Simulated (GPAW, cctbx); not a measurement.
## By hand: from a DFT structure factor to an extinction distance in YTl2Ge2

YTl2Ge2, I4/mmm (no. 139), a = 4.2450 Å, b = 4.2450 Å, c = 14.8576 Å, α = 90.00°, β = 90.00°, γ = 90.00°.

```
atom  mult.  x    y       z
 Tl1      4  0  1/2     1/4
  Y1      2  0    0       0
 Ge1      4  0    0  0.4173
```

The start was made by putting kin elements into a known structure type; the compound need not exist, or be stable, in this form.

A DFT run (GPAW, PBE, 450 eV, 6×6×6 k-points, Fermi–Dirac width 0.1 eV) gives the static X-ray structure factor of 002 as 178.745 e for the conventional cell; superposed free atoms give 178.985 e. **Problem.** Find the Fourier component V of the crystal potential and the two-beam extinction distance at 80 kV in both cases.

**1. Geometry**

The cell volume is Ω = 267.74 Å³ and d(002) = 7.4288 Å, so g = 1/d = 0.1346 Å⁻¹.

**2. The nuclei**

Electrons feel nuclei as well as electrons, so the nuclear charges are summed with the same phases.

Phase sums Σ exp(2πi h·x), turned so that the total is real and positive: Tl +4.000, Y -2.000, Ge -2.026. Then F_Z = 81 × (+4.000) + 39 × (-2.000) + 32 × (-2.026) = 181.16 e. The electron term has the same sign for this reflection.

**3. Mott–Bethe**

Poisson's equation, term by term, gives V = (e/4πε₀)(F_Z − F)/(πΩg²), with e/4πε₀ = 14.3996 V Å.

The prefactor is 14.3996 × 7.4288²/(π × 267.74) = 0.94478 V per electron. Free atoms: (181.16 − 178.985) × 0.94478 = 2.058 V. Crystal: (181.16 − 178.745) × 0.94478 = 2.284 V. F changes by -0.13 % and V by +11.0 %: the same 0.24 e is measured against F_Z − F = 2.2 e in place of F = 179.0 e.

**4. Extinction distance**

In the two-beam case ξ = 1/(λU) with U = 2γm₀eV/h², that is ξ = 150.41 V Å²/(γλV).

At 80 kV, λ = 0.04176 Å and γ = 1.1566. Free atoms: ξ = 1514 Å. Crystal: ξ = 1363 Å. The thickness fringes go as sin²(πt/ξ), so the two patterns slip by a quarter of a period when t|1/ξ₁ − 1/ξ₀| = 1/4, at t ≈ 343 nm. Thermal motion, absorption and many-beam coupling, left out here, change a real pattern.

**5. Answer**

V(002) is 2.28 V against 2.06 V, and ξ is 1363 against 1514 Å. Limits: static atoms, two beams.

[Outputs are excerpts: Python notices, other lines and further rows are left out; steps that failed or that the build refused (PBEsol, TPSS) are not shown.]

[Logs are printed without paths, hosts, clocks, repeated set-up lines and the standing remarks that a program may print on its own settings, such as how far it seeks lower states.]
